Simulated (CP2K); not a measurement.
The C K edge of oxetane was computed by TDDFT (CP2K XAS_TDP, aug-cc-pVDZ, TDA) at these levels: PBE0, PBEh(45%) and PBEh(45%) + GW2X. The first three lines of C1 (bonded to 2 C and 2 H) with a strength over 0.0015, energy in eV and strength:

```
run           first          second           third
  1  277.42 (0.004)  277.92 (0.010)  277.95 (0.002)
  2  283.91 (0.008)  284.33 (0.020)  284.53 (0.010)
  3  290.10 (0.008)  290.52 (0.019)  290.72 (0.010)
```

**Question.** Which run is which?

Run 1: PBE0 (25 % exact exchange). Run 2: PBEh(45%) (45 % exact exchange). Run 3: PBEh(45%) + GW2X (45 % exact exchange). Self-interaction lifts the core level, so the uncorrected lines rise with the share of exact exchange. The GW2X run keeps the spacings of its parent: 0.42 eV between the first two lines in run 3, 0.42 eV in run 2. Its shift is +6.19 eV, since the Kohn–Sham level at this share of exchange lies that far above the quasiparticle level.

[Banner, clock and machine lines of the logs are left out without a mark of their own.]

[Logs are printed without paths, hosts, clocks, repeated set-up lines and the standing remarks that a program may print on its own settings, such as how far it seeks lower states.]

[Hosts, paths, dates, database ids (printed as entryN), source tags and the programs' standing remarks are cut or masked in the printed files.]
